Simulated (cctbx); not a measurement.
**Accept or mend?**

Cell a = 4.7150 Å, b = 4.7150 Å, c = 11.9670 Å, α = 90.00°, β = 90.00°, γ = 90.00°; space group I4mm (no. 107). The compound is SrTlZnIn2.

Simulated single-crystal data (cctbx): synchrotron X-rays, λ = 0.6889 Å, to d = 0.77 Å, 80 % of the full sphere, strongest reflection 20000 counts, noise from counting, a 4 % proportional error and a noise floor of 8 counts (s.d.); no absorption.

An anisotropic refinement with weights 1/σ² prints:

```text
Rint 0.035, 217 unique reflections to 0.77 A
cycle     R1     wR2    GooF  max shift (A)
   1  0.1846  0.4002  14.747   0.06159
   6  0.1741  0.3631  13.379   0.00020
final R1 0.1741 wR2 0.3631 GooF 13.379  parameters 10  data/parameter 21.7
atom        x        y        z      Ueq    occ   su(xyz)  su(Uiso or U11)
Tl1    0.00000  0.00000  0.39459   0.0172  1.000  0.00038  0.0018
In1    0.50000  0.00000  0.24335   0.0157  1.000  0.00067  0.0037
Sr1    0.00000  0.00000  0.01300   0.0406  1.000  0.00204  0.0045
difference map: max 49.20 min -16.24 rms 2.97
Q1    0.0000  0.0000  0.6190    2   50.80  2.69 A from Tl1
Q2    0.0000  0.0000  0.3926    2   36.90  0.02 A from Tl1
Q3    0.0000  0.0000  0.1639    2   27.43  1.81 A from Sr1
Q4    0.0000  0.0000  0.0032    2   26.34  0.12 A from Sr1
Q5    0.0000  0.5000  0.0246    4   20.00  2.36 A from Sr1
Q6    0.0000  0.5000  0.2493    4   16.64  0.07 A from In1
```

**Question.** Can this result stand? If not, what is the likely fault?

Mend it. The fault: an atom left out, Zn at (1/2, 1/2, 0.1178). Against the right model at the same level, R1 goes from 0.0104 to 0.1741 and GooF from 0.88 to 13.38, U of Sr1 swells from 0.0161 to 0.0406 Å² and the top difference peak, 50.8 e/Å³, lies 2.69 Å from Tl1. Q1 is the missing atom. With scattering power missing, scale and phases suffer, so peaks may also grow on the heavy atoms.

The compound is SrTlZnIn2. The right model at the same level gives:

```text
Rint 0.035, 217 unique reflections to 0.77 A
cycle     R1     wR2    GooF  max shift (A)
   1  0.0105  0.0238   0.884   0.00061
   2  0.0104  0.0236   0.875   0.00000
final R1 0.0104 wR2 0.0236 GooF 0.875  parameters 13  data/parameter 16.7
atom        x        y        z      Ueq    occ   su(xyz)  su(Uiso or U11)
Tl1    0.00000  0.00000  0.39580   0.0155  1.000  0.00002  0.0001
In1    0.50000  0.00000  0.24567   0.0180  1.000  0.00004  0.0002
Sr1    0.00000  0.00000  0.00367   0.0161  1.000  0.00008  0.0002
Zn1    0.50000  0.50000  0.12049   0.0189  1.000  0.00013  0.0004
Flack x: 0.015(5)
Hooft y: 0.013(7)  Bijvoet pairs: 102
difference map: max 0.56 min -0.47 rms 0.11
Q1    0.0000  0.0000  0.9419    2    0.56  0.74 A from Sr1
Q2    0.0000  0.0000  0.0701    2    0.54  0.79 A from Sr1
Q3    0.0000  0.0000  0.5620    2    0.47  0.70 A from Zn1
Q4    0.0000  0.0000  0.4406    2    0.40  0.54 A from Tl1
Q5    0.0000  0.2813  0.3987    8    0.37  1.33 A from Tl1
Q6    0.0000  0.5000  0.1982    4    0.37  0.57 A from In1
```

Isotropic U is held between 0.0001 and 1 Å² by the program, and listed peak heights are interpolated, so they can pass the grid's maximum.

The model is made up (kin elements in a known structure type, no relaxation), so it says nothing on whether the phase exists.

[Middle refinement cycles are left out of these outputs.]

[Logs are printed without paths, hosts, clocks, repeated set-up lines and the standing remarks that a program may print on its own settings, such as how far it seeks lower states.]
